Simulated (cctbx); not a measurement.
# Which space group?

Cell: a = 13.5830 Å, b = 3.8240 Å, c = 9.8640 Å, α = 90.00°, β = 105.59°, γ = 90.00°. Expected content of the cell: Ir8 Ce12.

The data are simulated with cctbx, not measured: Mo Kα, λ = 0.71073 Å, to d = 0.65 Å, 50 % of the full sphere, strongest reflection 70000 counts, noise from counting, a 6 % proportional error and a noise floor of 2 counts (s.d.); no absorption.

Tests on the unmerged data give:

```text
3793 reflections to d = 0.650 A
centring   violations  <I/sigma> of those
    A        901 of  1916      6.3
    B        901 of  1944      6.2
    C          0 of  1898      0.0
    I        854 of  1896      6.1
    R       1124 of  2495      6.0
    F        901 of  2879      4.2
Laue class    unique    Rint  (classes that these axes allow; Friedel mates merged)
C 1 2/m 1         947   0.039
space group    extra absences  I>4sigma  <I/sigma>
C 1 2 1                 0          0         -  acentric
C 1 m 1                 0          0         -  acentric
C 1 2/m 1               0          0         -  centric
Wilson B = 1.34 A^2   <|E^2-1|> = 0.962 (0.968 centric, 0.736 acentric)   E^2>4: 3.7 %
shell (A)         n   <I/sigma>
 9.50 - 1.30    130     17.6
 1.30 - 1.03    126     17.2
 1.03 - 0.90    110     15.4
 0.90 - 0.82    128     17.0
 0.82 - 0.76    111     14.4
 0.76 - 0.72    120     13.7
 0.72 - 0.68    113     13.8
 0.68 - 0.65    109     13.7
```

**Question.** What are the lattice type, the Laue class and the likely space group?

The reflections that C centring forbids are absent (⟨I/σ⟩ near 0), so the lattice is C.

Only C 1 2/m 1 fits these axes (Rint 0.039); a search for a hidden higher lattice was not made.

3 settings pass the absence test. No glide or screw absences show, which leaves C 1 2 1, C 1 m 1 and C 1 2/m 1.

⟨|E²−1|⟩ = 0.962 leans to a centrosymmetric structure. The Wilson B of 1.34 Å² means U ≈ 0.0170 Å².

The true group is C2/m (no. 12), Laue class 2/m, centrosymmetric. The tables only narrow the choice to the tied entries; cell content, site symmetry and trial solutions must settle it.

The model is made up (kin elements in a known structure type, no relaxation), so it says nothing on whether the phase exists.

[Logs are printed without paths, hosts, clocks, repeated set-up lines and the standing remarks that a program may print on its own settings, such as how far it seeks lower states.]
